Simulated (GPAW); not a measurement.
# Polarising Si/W(110) with a field along the normal

The dipole of the cell at several fields, atoms fixed. What does the strongest field give, and what length does the slope stand for?

Set-up. GPAW 26.7.0, plane waves (400 eV), PAW setups, PBE, 12×12 mesh, a dipole layer in the vacuum; geometry relaxed without an applied field with GPAW. The cell's area is 7.06 Å², and e/ε0 = 180.95 V Å.

What came out, but for one run:

| field (V/Å) | dipole (e Å) |
| --- | --- |
| −0.2 | −0.1077 |
| −0.1 | −0.0599 |
| −0.05 | −0.0359 |
| 0.05 | 0.0119 |
| 0.1 | 0.0359 |
| 0.2 | 0.0838 |
| 0.3 | ? |

To predict: What is the dipole at 0.3 V/Å?

Worked answer. A line through the 6 points has the slope α = 0.479 e Å per V/Å and the intercept p₀ = −0.0120 e Å (r.m.s. residual 3.5e−05). At 0.3 V/Å it gives p = −0.0120 + 0.479 × 0.3 = 0.1316 e Å; the run gives 0.1318 e Å, so the response stays linear to 0.1 % of the induced part. Dividing by ε0 and the area: α/(ε0 A) = 0.479 × 180.95 / 7.06 = 12.27 Å, against 8.85 Å between the outer nuclei.

Caveats: This is the electronic response alone; ions that move would add to it in polar layers. No run was spin-polarised, so magnetic states weren't tested. Spin-orbit coupling is left out, which matters for the heavier atoms here.
